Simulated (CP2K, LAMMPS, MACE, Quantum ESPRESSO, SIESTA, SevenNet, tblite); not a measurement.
# Pressure against volume in amorphous Ge (61 atoms), QE, PBE

Density of this cell: 4.57 g/cm³. The cell holds 61 atoms: 61 Ge. Its edges and angles: a = 11.722 Å, b = 11.722 Å, c = 11.722 Å, α = 90.0°, β = 90.0°, γ = 90.0°. 61 atoms (61 Ge) placed at random at 4.57 g/cm³, melted at 3500 K for 10 ps at fixed volume with the Tersoff potential (Tersoff, Phys. Rev. B 39, 5566 (1989)). Quenched from 3500 K to 100 K at 5 K/ps and fixed volume, held 5 ps, then minimised at fixed cell. Then the atoms were relaxed with SevenNet 0 in the fixed cell.

Calculated with Quantum ESPRESSO 7.5: PBE; plane waves, SSSP efficiency, 45/360 Ry; k-points Γ. The unchanged cell has V0 = 26.402 Å³ an atom and P0 = -1.811 GPa. It is scaled evenly, and SevenNet 0 relaxes the atoms at each volume before the single point.

| volume (Å³/atom) | pressure (GPa) |
| --- | --- |
| 24.818 | 0.034 |
| 25.610 | -1.092 |
| 27.194 | ? |
| 27.986 | -3.326 |

**Question.** Fit a second-order expansion in ln V to the rows given and interpolate to the withheld row.

**Working.**

To second order in u = ln(V/V0), P = P0 − B u + ½ B B′ u², with B the bulk modulus at V0 and B′ its pressure derivative. So v = (P − P0)/u is a line in u, with intercept −B and slope ½ B B′.

| u | v (GPa) |
| --- | --- |
| -0.0618754 | -29.8131 |
| -0.0304592 | -23.5955 |
| 0.0582689 | -26.0104 |

With n = 3: mean u = -0.0113552, mean v = -26.4730, Σ(u − ū)² = 0.0077648, Σ(u − ū)(v − v̄) = 0.14598. Slope b = 0.14598 / 0.0077648 = 18.800; intercept a = v̄ − b ū = -26.260.

So B = 26.3 GPa and B′ = 2b/B = 1.4. At the withheld volume u = 0.02956, v = a + b u = -25.70 GPa, and P = P0 + u v.

Prediction at 27.194: -2.570 GPa. The run gave -2.722 GPa, so the fit is high by 0.15 GPa (5.6 % of the value).

B′ = 1.4 rests on three points, and the miss at the fourth puts it in doubt. Among the rows given, the largest miss of the fit is at 24.818, by 0.15 GPa (4.4 % of the range of the table).

Limits: Static cells at zero temperature, with the cell shape held. The atoms follow SevenNet 0, not this level's own minimum.

[Hosts, paths, dates, database ids (printed as entryN), source tags and the programs' standing remarks are cut or masked in the printed files.]
